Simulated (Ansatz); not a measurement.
**What BaLiCl3 (built on the sites of a database entry of BaLiF3) distorts into**

Wanted: the energy along a soft mode of BaLiCl3 (built on the sites of a database entry of BaLiF3) and the structure at the end.

Main program and level: Ansatz 0.2.0; DFT PBEsol, scalar-relativistic, plane waves, PAW.

The structure was built from a prototype and need not be the compound's stable phase.

### Step 1. The starting structure

The structure is cubic, space group Pm-3m (No. 221). Conventional cell: a = 4.792 Å, b = 4.792 Å, c = 4.792 Å, α = 90.00°, β = 90.00°, γ = 90.00°. Nearest to Ba lie 12 Cl at 3.39 Å. Nearest to Li lie 6 Cl at 2.40 Å. Nearest to Cl lie 2 Li at 2.40 Å and 4 Ba at 3.39 Å. Farther neighbours and most contacts between anions are not listed.

Structure file:

```cif
data_structure
_symmetry_space_group_name_H-M 'P 1'
_symmetry_Int_Tables_number 1
_cell_length_a 4.7920
_cell_length_b 4.7920
_cell_length_c 4.7920
_cell_angle_alpha 90.000
_cell_angle_beta 90.000
_cell_angle_gamma 90.000
_cell_volume 110.04
loop_
_atom_site_label
_atom_site_type_symbol
_atom_site_fract_x
_atom_site_fract_y
_atom_site_fract_z
_atom_site_occupancy
Ba1 Ba 0.00000 0.00000 0.00000 1
Li2 Li 0.50000 0.50000 0.50000 1
Cl3 Cl 0.00000 0.50000 0.50000 1
Cl4 Cl 0.50000 0.50000 0.00000 1
Cl5 Cl 0.50000 0.00000 0.50000 1
```

### Step 2. Phonons on a q mesh

The cell comes from relaxations at this level that are not shown. Stability and thermal properties need the whole zone. Linear response on a 2×2×2 q mesh gives force constants as far as a supercell of that size would, and the tensors from the zone-centre run are typed in so that the long-range dipole term is interpolated apart.

input.yaml reads:

```yaml
crystal:
  lattice:
    - [4.7920317519, 0.0, 0.0]
    - [0.0, 4.7920317519, 0.0]
    - [0.0, 0.0, 4.7920317519]
  atoms:
    - { symbol: Ba, position: [0.0, 0.0, 0.0] }
    - { symbol: Li, position: [0.5, 0.5, 0.5] }
    - { symbol: Cl, position: [0.0, 0.5, 0.5] }
    - { symbol: Cl, position: [0.5, 0.5, 0.0] }
    - { symbol: Cl, position: [0.5, 0.0, 0.5] }
kpoints:
  mp_grid: { grid: [4, 4, 4] }
hamiltonian:
  xc: pbesol
scf:
  occupations: { method: fixed }
output:
  eigenvalues: true
phonons:
  method: dfpt
  qmesh: [2, 2, 2]
  temperatures: { t_max: 1000, t_step: 50 }
  qpath:
    path:
      - [[0.0, 0.0, 0.0], [0.0, 0.5, 0.0], [0.5, 0.5, 0.0], [0.0, 0.0, 0.0], [0.5, 0.5, 0.5], [0.0, 0.5, 0.0]]
      - [[0.5, 0.5, 0.5], [0.5, 0.5, 0.0]]
    npoints: 10
  non_analytic_term:
    high_frequency_dielectric_tensor: [[3.5537, 0.0, 0.0], [0.0, 3.5537, 0.0], [0.0, 0.0, 3.5537]]
    born_effective_charges:
      - { species: Ba, tensor: [[2.9146, 0.0, 0.0], [0.0, 2.9146, 0.0], [0.0, 0.0, 2.9146]] }
      - { species: Li, tensor: [[1.1162, 0.0, 0.0], [0.0, 1.1162, 0.0], [0.0, 0.0, 1.1162]] }
      - { species: Cl, tensor: [[-1.2287, 0.0, 0.0], [0.0, -1.401, 0.0], [0.0, 0.0, -1.401]] }
      - { species: Cl, tensor: [[-1.401, 0.0, 0.0], [0.0, -1.401, 0.0], [0.0, 0.0, -1.2287]] }
      - { species: Cl, tensor: [[-1.401, 0.0, 0.0], [0.0, -1.2287, 0.0], [0.0, 0.0, -1.401]] }
    source: "zone-centre run at this cell"
```

Run with:

```console
> ansatz run input.yaml --threads 4 --pin off --max-ram 7168MiB --backend cpu --events-out ev --progress --plain --runs-dir out
```

Numbers of over 12 decimals in the logs are rounded to 6 here.

What it wrote:

```text
Engine: ansatz 0.2.0, aarch64-unknown-linux-gnu
Pseudopotentials: kind: paw
Pseudopotential: Ba, paw, valence charge 10, recommended cutoff 420 eV (normal), Ba.paw.azcp
Pseudopotential: Li, paw, valence charge 3, recommended cutoff 420 eV (normal), Li.paw.azcp
Pseudopotential: Cl, paw, valence charge 7, recommended cutoff 420 eV (normal), Cl.paw.azcp
Functional definition: PBEsol
  exchange = pbesol_x
  correlation = pbesol_c
Crystal: 5 atoms, lattice volume = 110.042 Å³
Basis set: ecut = 420 eV, 2109 PW (Γ), exchange–correlation on 72×72×72 points (8 copies of the dense FFT grid, shifted against one another)
Bands: 22, of which v1, the nominal top of the filled ones, is band 17 counted from 1 (16 counted from 0)
Symmetry: 48 space group operations
k-points: 10 of 64
Non-local potential: Ba, projectors of the file, l = 0: 3, l = 1: 2, l = 2: 2, l = 3: 2
Non-local potential: Li, projectors of the file, l = 0: 3, l = 1: 2, l = 2: 1
Non-local potential: Cl, projectors of the file, l = 0: 2, l = 1: 2, l = 2: 2
PAW form: soft (Blöchl's): semilocal exchange-correlation on the pseudo side does not see the compensation charge
PAW frozen core: Ba, regenerated for the run's functional, and the local potential with it (the file was generated under x = pbe(κ = 0.804, μ = 0.219515), c = pbe(β = 0.066725))
PAW frozen core: Cl, regenerated for the run's functional, and the local potential with it (the file was generated under x = pbe(κ = 0.804, μ = 0.219515), c = pbe(β = 0.066725))
PAW one-centre angular grid: Ba, 194 points (default); XC on 64 Gauss nodes
PAW one-centre angular grid: Li, 110 points (default); XC on 64 Gauss nodes
PAW one-centre angular grid: Cl, 110 points (default); XC on 64 Gauss nodes
Initial density: superposition of atomic densities (neutral atoms: chi_scale 0, normalization atom), corrected by the library's trained network
Initial wavefunctions: pseudopotential atomic-orbital guess
Functional: x = pbesol(κ = 0.804, μ = 0.123457), c = pbesol(β = 0.046)
SCF iter   1: F=—  HF=-9259.192795 eV  |F-HF|=—  |Δ(HF+E_count)|=         —  Δρ=4.02e-3  dr2=2.48e-2  ethr=1.77e-3  ⟨swp⟩=5.5  Hψ=1004  notcnv=0  defer=24
preconditioner: auto → Resta (q_TF=auto, 2.243 Å⁻¹)  ε∞=3.7  [insulator: Δε(μ)=4.037 eV  Ē_g=11.907 eV  n_scr=18 (ndim 8)  ℏωp=19.4 eV  f_vac=0.000  ε∞_Penn≈3.7]
SCF iter   2: F=—  HF=-9259.184840 eV  |F-HF|=—  |Δ(HF+E_count)|=   7.96e-3  Δρ=1.95e-3  dr2=6.15e-3  ethr=7.29e-5  ⟨swp⟩=3.2  Hψ=467  notcnv=0  defer=30
SCF iter   3: F=—  HF=-9259.183677 eV  |F-HF|=—  |Δ(HF+E_count)|=   1.16e-3  Δρ=5.39e-4  dr2=2.37e-4  ethr=1.81e-5  ⟨swp⟩=3.0  Hψ=388  notcnv=0  defer=28
SCF iter   4: F=—  HF=-9259.183685 eV  |F-HF|=—  |Δ(HF+E_count)|=   7.86e-6  Δρ=1.83e-4  dr2=7.06e-5  ethr=6.98e-7  ⟨swp⟩=2.0  Hψ=373  notcnv=0  defer=28
SCF iter   5: F=—  HF=-9259.183676 eV  |F-HF|=—  |Δ(HF+E_count)|=   8.48e-6  Δρ=6.94e-5  dr2=1.13e-5  ethr=2.08e-7  ⟨swp⟩=2.4  Hψ=357  notcnv=0  defer=17
SCF iter   6: F=—  HF=-9259.183676 eV  |F-HF|=—  |Δ(HF+E_count)|=   1.41e-7  Δρ=1.87e-5  dr2=9.30e-7  ethr=3.32e-8  ⟨swp⟩=2.0  Hψ=293  notcnv=0  defer=12
SCF iter   7: F=—  HF=-9259.183675 eV  |F-HF|=—  |Δ(HF+E_count)|=   6.14e-7  Δρ=3.52e-6  dr2=3.31e-8  ethr=2.73e-9  ⟨swp⟩=2.2  Hψ=327  notcnv=0  defer=12
SCF iter   8: F=—  HF=-9259.183675 eV  |F-HF|=—  |Δ(HF+E_count)|=   1.06e-8  Δρ=2.93e-7  dr2=2.04e-10  ethr=9.73e-11  ⟨swp⟩=2.1  Hψ=360  notcnv=0  defer=12
SCF iter   9: F=—  HF=-9259.183675 eV  |F-HF|=—  |Δ(HF+E_count)|=    0.00e0  Δρ=8.03e-8  dr2=1.54e-11  ethr=1.00e-12  ⟨swp⟩=2.3  Hψ=321  notcnv=0  defer=12
SCF iter  10: F=-9259.183675 eV  HF=-9259.183675 eV  |F-HF|=0.00e0  |Δ(HF+E_count)|=  3.64e-12  Δρ=6.95e-9  dr2=5.59e-14  ethr=1.00e-12  ⟨swp⟩=12.8  Hψ=1665  notcnv=0
SCF 1 converged in 10 iterations: F = -9259.183675 eV  dr2 = 5.59e-14
  greatest PAW one-centre occupation: 1.000 electrons in one spin orbital (limit 2), on the Li atom at site 1 (counted from 0), in its partial waves of l = 0
NSCF: frozen V_eff on 10 k-points
NSCF: frozen V_eff on 27 k-points
DFPT response loops at q = (0, 0, 0) (fractional): preconditioner auto → none (the input reference at scf.mixing.eps_inf says where Resta's filter doesn't serve); β = 0.50; Broyden in place of MSR1
NSCF: frozen V_eff on 54 k-points
DFPT response loops at q = (0, 0, -0.5) (fractional): preconditioner auto → Resta (q_TF=auto, 2.243 Å⁻¹)  ε∞=3.8 (no band partly filled); β = 1.00, the filter's whole step (`scf.mixing.beta` (0.50) is not read by the response loops at its default; to damp them type it under 1.00, their step now; it binds the ground state too); Broyden in place of MSR1
NSCF: frozen V_eff on 54 k-points
DFPT response loops at q = (0, -0.5, -0.5) (fractional): mixed as the last ones told, above
NSCF: frozen V_eff on 54 k-points
DFPT response loops at q = (-0.5, -0.5, -0.5) (fractional): preconditioner auto → none (the input reference at scf.mixing.eps_inf says where Resta's filter doesn't serve); β = 0.50; Broyden in place of MSR1
SCF converged after 10 iterations
Free energy (F): -9259.183675 eV
Harris-Foulkes:  -9259.183675 eV  (|F-HF|=0.00e0)
Internal energy: -9259.183675 eV  (E = F + TS)
E sigma→0 (E₀):  -9259.183675 eV
Fermi energy:    4.670161 eV
--- Per-component energies (eV) ---
  E_band       = -147.317228
  E_kinetic    = 675.428142
  E_local      = -936.507022  (includes V_loc(G=0)·N_el)
  E_nonlocal   = 111.699807
  E_hartree    = 279.609463
  E_xc         = -497.732230
  E_vxc        = -516.625964  (∫ρ·V_xc dr)
  E_paw        = -7085.405867  (= ΣΔE_a)
  E_vpaw       = -40.531401  (= ΣTr[D̂ρ^β])
  E_aug_tail   = 0.000285  (compensation charges beyond the density's cutoff)
  E_ewald      = -1806.662983
  E_core_change = 0.386729  (= ΣΔE_core)
  E_smearing   = -0.000000  (= −TS)
  E_closure    = 0.000000  (closes the sum)
  Σ components = -9259.183675   (vs F -9259.183675, Δ=0.00e0)
--- Band table (eV; the first three rows and the last of 10) ---
  k-point 0: bands = [... 13 lower, 3.6953, 4.6161, 4.6161, 4.6161, 8.8193, 8.8193, 9.8180, 10.0821, ... 1 higher]
  k-point 1: bands = [... 13 lower, 3.5174, 4.0134, 4.4006, 4.4006, 9.4799, 9.6583, 10.2668, 10.8277, ... 1 higher]
  k-point 2: bands = [... 13 lower, 3.3970, 3.3970, 4.1657, 4.1657, 10.5022, 10.5043, 10.6459, 11.9833, ... 1 higher]
  k-point 9: bands = [... 13 lower, 4.5570, 4.6702, 4.6702, 4.6702, 10.1520, 10.1520, 10.1520, 11.1508, ... 1 higher]
--- Phonons (Γ-DFPT): 4 representative perturbations + reference (Σ response iterations 12) ---
  ASR residual: 2.163e-4 → 0.000e0 eV/Å²; symmetrization residual: 1.279e-6 eV/Å²
  ASR residual per site (eV/Å²): 2.22e-6 2.16e-4 6.53e-5 6.53e-5 6.53e-5
  Γ frequencies (cm⁻¹): 0.00 0.00 0.00 38.65 38.65 38.65 91.04 91.04 91.04 183.35 183.35 183.35 339.68 339.68 339.68
--- Phonons (arbitrary-q DFPT): 4 irreducible q on the 2×2×2 mesh ---
  q = [0.0000, 0.0000, 0.0000] (star 1, of the zone-centre solve; hermiticity 4.61e-7, symmetrization 1.05e-12): -0.00 -0.00 -0.00 38.65 38.65 38.65 91.04 91.04 91.04 183.35 183.35 183.35 339.68 339.68 339.68
  q = [0.0000, 0.0000, -0.5000] (star 3, 9 solved perturbations in 216 linear systems a pass and spin channel, the states on 27 of 64 k-point pairs; hermiticity 4.24e-7, symmetrization 3.78e-13): 29.56 29.56 71.69 71.69 96.50 108.81 109.62 109.62 154.85 176.92 176.92 225.70 340.16 340.16 362.78
  q = [0.0000, -0.5000, -0.5000] (star 3, 9 solved perturbations in 216 linear systems a pass and spin channel, the states on 27 of 64 k-point pairs; hermiticity 7.12e-7, symmetrization 7.89e-14): -73.12 31.63 53.55 53.55 116.14 116.14 119.47 119.47 164.73 177.72 182.86 247.25 340.82 363.13 363.13
  q = [-0.5000, -0.5000, -0.5000] (star 1, 4 solved perturbations in 81 linear systems a pass and spin channel, the states on 27 of 64 k-point pairs; hermiticity 7.04e-7, symmetrization 1.36e-12): -81.95 -81.95 -81.95 43.16 43.16 43.16 167.26 167.26 167.26 175.39 175.39 266.44 368.44 368.44 368.44
  sum rule: each row above includes the acoustic sum rule's correction from the zone centre's row sums; it moved no ω² by more than (2.91 cm⁻¹)²
  mesh force constants: q→R imaginary residual 6.22e-18; ASR residual 2.163e-4 → 0.000e0 eV/Å²; symmetrization residual 5.329e-15 eV/Å²
  interpolated dispersion: 63 rows × 15 modes
  density of states and harmonic sums: on the 14×14×14 q-mesh, interpolated from the force constants of a 2×2×2 supercell (with the dipole–dipole term of supplied tensors)
  largest difference from the sums on the solved wave vectors: F 1.18e-1 eV, S 1.55e-4 and C_V 4.17e-5 eV/K
  zero-point energy: 0.147061 eV/cell   skipped modes (ω ≤ 0): 93, of them read as no rigid motion or as one in doubt: 90 (6.888e-1 modes/cell left out, lowest -81.95 cm⁻¹)   left out of the sums: 4.60e-2 of the cell's modes: C_V's classical limit lies that fraction below 3 k_B per atom; for a crystal, a wire or a layer, F and S can be off by more, and a phonons.interpolated_qmesh denser along its periods is the remedy for the sampling
```

The job ended after 42 s (4 threads of Arm Neoverse V2, shared host; peak memory 0.61 GiB; 2.7 min of CPU time).

In the SCF lines HF is the Harris–Foulkes energy and dr2 the Hartree energy of the density residual, in eV; the loop may stop once dr2 is under the threshold and the program's other checks hold. Hψ counts applications of the Hamiltonian.

A gap read on the k-mesh alone can miss the band edges.

This step gave:

| Item | Value |
| --- | --- |
| gap on the k-mesh | 4.149 eV |
| volume per atom | 22.01 Å³ |
| sum-rule residual before enforcement | 2.16e-4 eV/Å² |
| lowest frequency on the path | -81.95 cm⁻¹ |
| point group | m-3m |
| highest frequency on the path or at a solved wavevector | 381.3 cm⁻¹ |
| highest optical mode at the zone centre (no LO-TO term) | 339.7 cm⁻¹ |
| lowest optical zone-centre mode | 38.65 cm⁻¹ |
| lowest mode on the q mesh (acoustic modes at Γ apart) | -81.95 cm⁻¹ |

Frequencies (cm⁻¹) solved at each irreducible wavevector; negative means imaginary. Frequencies by wavevector, by row:

```csv
q in reciprocal lattice units,star,mode 1,mode 2,mode 3,mode 4,mode 13,mode 14,mode 15
0 0 0,1,0,0,0,38.6,339.7,339.7,339.7
0 0 -0.5,3,29.6,29.6,71.7,71.7,340.2,340.2,362.8
0 -0.5 -0.5,3,-73.1,31.6,53.5,53.5,340.8,363.1,363.1
-0.5 -0.5 -0.5,1,-82,-82,-82,43.2,368.4,368.4,368.4
```

Interpolated from a 2×2×2 q mesh, with the LO-TO term (at Γ the limit along the path; where Γ stands inside the path, tables give the limit on arrival). Phonon branches along the path, in cm⁻¹:

```csv
point,branch 1,branch 2,branch 3,branch 4,branch 12,branch 13,branch 14,branch 15
Γ,0,0,0,39,203,340,340,381
halfway,26,26,57,57,208,340,340,373
X,30,30,72,72,226,340,340,363
halfway,12,31,45,71,230,340,353,362
M,-73,32,54,54,247,341,363,363
halfway,29,44,50,60,217,340,343,371
Γ,0,0,0,39,203,340,340,381
halfway,42,42,46,46,225,346,346,370
R,-82,-82,-82,43,266,368,368,368
halfway,-21,-9,41,46,238,348,358,364
X,30,30,72,72,226,340,340,363
jump to R,-82,-82,-82,43,266,368,368,368
halfway,-78,-23,-23,38,253,355,366,366
M,-73,32,54,54,247,341,363,363
```

Symmetry leaves 4 wavevectors to solve. The lowest mode among them, the acoustic zeros apart, lies at q = (-0.5, -0.5, -0.5) and is imaginary, 82.0i cm⁻¹, so the energy falls along it.

### Step 3. The mode frozen in, largest atomic shift 0 Å

The mode followed lies at q = (-0.5, -0.5, -0.5) with frequency 81.9i cm⁻¹ and is 3-fold degenerate, the softest among the wavevectors solved. At small amplitude the distorted cell has space group no. 74 by a symmetry search on the positions. The undistorted cell that holds it gives the zero of energy on the same k mesh.

System of this step: BaLiCl3 (built on the sites of a database entry of BaLiF3). The structure is cubic, space group Pm-3m (No. 221). Conventional cell: a = 4.792 Å, b = 4.792 Å, c = 4.792 Å, α = 90.00°, β = 90.00°, γ = 90.00°. Ba has 12 Cl at 3.39 Å nearest. Nearest to Li lie 6 Cl at 2.40 Å. Cl has 2 Li at 2.40 Å and 4 Ba at 3.39 Å nearest. Farther neighbours and most contacts between anions are not listed.

input.yaml reads:

```yaml
crystal:
  lattice:
    - [4.7920317519, 4.7920317519, 0.0]
    - [4.7920317519, 0.0, 4.7920317519]
    - [4.7920317519, 0.0, -4.7920317519]
  atoms:
    - { symbol: Ba, position: [0.0, 0.5, 0.5] }
    - { symbol: Ba, position: [0.0, 0.0, 1.0] }
    - { symbol: Li, position: [0.5, 0.25, 0.75] }
    - { symbol: Li, position: [0.5, 0.75, 0.25] }
    - { symbol: Cl, position: [0.5, 0.5, 0.0] }
    - { symbol: Cl, position: [0.5, 0.0, 0.5] }
    - { symbol: Cl, position: [0.5, 0.5, 0.5] }
    - { symbol: Cl, position: [0.5, 0.0, 0.0] }
    - { symbol: Cl, position: [0.0, 1.0, 0.5] }
    - { symbol: Cl, position: [0.0, 0.5, 0.0] }
kpoints:
  mp_grid: { grid: [4, 4, 4] }
hamiltonian:
  xc: pbesol
scf:
  occupations: { method: gaussian, width: 0.02 }
output:
  forces: true
  stress: true
  eigenvalues: true
```

What it wrote:

```text
[...]
Crystal: 10 atoms, lattice volume = 220.084 Å³
Basis set: ecut = 420 eV, 4285 PW (Γ), exchange–correlation on 96×96×96 points (8 copies of the dense FFT grid, shifted against one another)
Bands: 44, of which v1, the nominal top of the filled ones, is band 34 counted from 1 (33 counted from 0)
Symmetry: 96 space group operations
[...]
k-points: 8 of 64
[...]
k-point 0: bands = [... 30 lower, 4.6162, 4.6702, 4.6702, 4.6702, 8.8193, 8.8193, 9.8180, 10.0820, ... 5 higher]
  k-point 1: bands = [... 30 lower, 4.5637, 4.5637, 4.5647, 4.5647, 9.3298, 9.3298, 10.2486, 10.4280, ... 5 higher]
  k-point 2: bands = [... 30 lower, 4.5178, 4.5178, 4.5178, 4.5178, 10.2017, 10.2017, 10.2017, 10.2017, ... 5 higher]
  k-point 7: bands = [... 30 lower, 4.1955, 4.1955, 4.3243, 4.3243, 10.7561, 10.7561, 11.2152, 11.2152, ... 5 higher]
[key lines of the parts left out:]
SCF converged after 6 iterations
Free energy (F): -18518.367447 eV
Fermi energy:    6.744799 eV
P = ⅓ Tr σ = 0.0026 GPa (0.026 kbar)
```

The job ended after 1.4 s (4 threads; peak memory 0.61 GiB; 4.8 s of CPU time).

Numbers from this step:

| Item | Value |
| --- | --- |
| pressure | 0.002584 GPa |
| energy from the undistorted cell | 0 meV/atom |

At this level the gap is 4.15 eV on the k-mesh of the self-consistent run, which can miss the band edges.

### Step 4. The mode frozen in, largest atomic shift 0.45 Å

The atoms are moved along the unstable eigenvector, the largest shift by 0.45 Å, with the cell fixed.

input.yaml reads:

```yaml
crystal:
  lattice:
    - [4.7920317519, 4.7920317519, 0.0]
    - [4.7920317519, 0.0, 4.7920317519]
    - [4.7920317519, 0.0, -4.7920317519]
  atoms:
    - { symbol: Ba, position: [0.0, 0.5, 0.5] }
    - { symbol: Ba, position: [0.0, 0.0, 1.0] }
    - { symbol: Li, position: [0.5, 0.25, 0.75] }
    - { symbol: Li, position: [0.5, 0.75, 0.25] }
    - { symbol: Cl, position: [0.5, 0.4667992547, 0.0332007453] }
    - { symbol: Cl, position: [0.5, 0.0332007453, 0.4667992547] }
    - { symbol: Cl, position: [0.4335985094, 0.5664014906, 0.5664014906] }
    - { symbol: Cl, position: [0.5664014906, -0.0664014906, -0.0664014906] }
    - { symbol: Cl, position: [0.0, 1.0332007453, 0.4667992547] }
    - { symbol: Cl, position: [0.0, 0.4667992547, 0.0332007453] }
kpoints:
  mp_grid: { grid: [4, 4, 4] }
hamiltonian:
  xc: pbesol
scf:
  occupations: { method: gaussian, width: 0.02 }
output:
  forces: true
  stress: true
  eigenvalues: true
```

What it wrote:

```text
[...]
Crystal: 10 atoms, lattice volume = 220.084 Å³
Basis set: ecut = 420 eV, 4285 PW (Γ), exchange–correlation on 96×96×96 points (8 copies of the dense FFT grid, shifted against one another)
Bands: 44, of which v1, the nominal top of the filled ones, is band 34 counted from 1 (33 counted from 0)
Symmetry: 8 space group operations
[...]
k-points: 18 of 64
[...]
k-point 0: bands = [... 30 lower, 4.3834, 4.4422, 4.4667, 4.4832, 9.0513, 9.5584, 9.9244, 10.1491, ... 5 higher]
  k-point 1: bands = [... 30 lower, 4.2449, 4.3993, 4.4105, 4.4421, 9.4239, 9.9049, 10.2690, 10.5803, ... 5 higher]
  k-point 2: bands = [... 30 lower, 4.3048, 4.3624, 4.3896, 4.4187, 10.0751, 10.2924, 10.4247, 10.5404, ... 5 higher]
  k-point 17: bands = [... 30 lower, 4.0744, 4.0744, 4.1569, 4.1569, 10.7176, 10.7176, 10.9609, 10.9609, ... 5 higher]
[key lines of the parts left out:]
SCF converged after 6 iterations
Free energy (F): -18518.532253 eV
Fermi energy:    6.767242 eV
P = ⅓ Tr σ = 1.1230 GPa (11.230 kbar)
```

It took 2.6 s on 4 threads; peak memory 0.66 GiB.

Numbers from this step:

- pressure: 1.123 GPa
- gap on the k-mesh: 4.568 eV
- energy from the undistorted cell: -16.48 meV/atom

The energy, extrapolated to zero smearing, is -16.48 meV/atom against the undistorted cell.

The run ends at a pressure of 1.12 GPa, with forces up to 0.29 eV/Å.

### Step 5. Energy along the mode, all amplitudes (two of the runs are shown above)

An imaginary frequency means negative curvature, so the energy should fall and then rise again as anharmonic terms take over.

This step gave:

| Item | Value |
| --- | --- |
| depth at the lowest point sampled | 16.48 meV/atom |
| largest atomic shift at that point | 0.45 Å |

Energy from the parent against largest atomic shift:

```csv
largest atomic shift (Å),energy from the parent (meV/atom)
0.000,0
0.040,-0.279
0.080,-1.10
0.140,-3.24
0.220,-7.34
0.320,-12.9
0.450,-16.5
0.600,-4.80
```

Displacement at unit largest shift by atom:

```csv
atom,x (Å),y (Å),z (Å),size
Ba1,0.000,0.000,0.000,0.000
Ba2,0.000,0.000,0.000,0.000
Li3,0.000,0.000,0.000,0.000
Li4,0.000,0.000,0.000,0.000
Cl5,0.000,0.000,-0.707,0.707
Cl6,0.000,0.000,0.707,0.707
Cl7,0.707,-0.707,0.000,1.000
Cl8,-0.707,0.707,0.000,1.000
Cl9,0.000,0.000,0.707,0.707
Cl10,0.000,0.000,-0.707,0.707
```

The lowest of the steps tried is at 0.45 Å, 16.5 meV/atom below the parent; the bottom of the well need not coincide with a step.

(Continued in part 2 of 2.)

[Logs are printed without paths, hosts, clocks, repeated set-up lines and the standing remarks that a program may print on its own settings, such as how far it seeks lower states.]

[Hosts, paths, dates, database ids (printed as entryN), source tags and the programs' standing remarks are cut or masked in the printed files.]
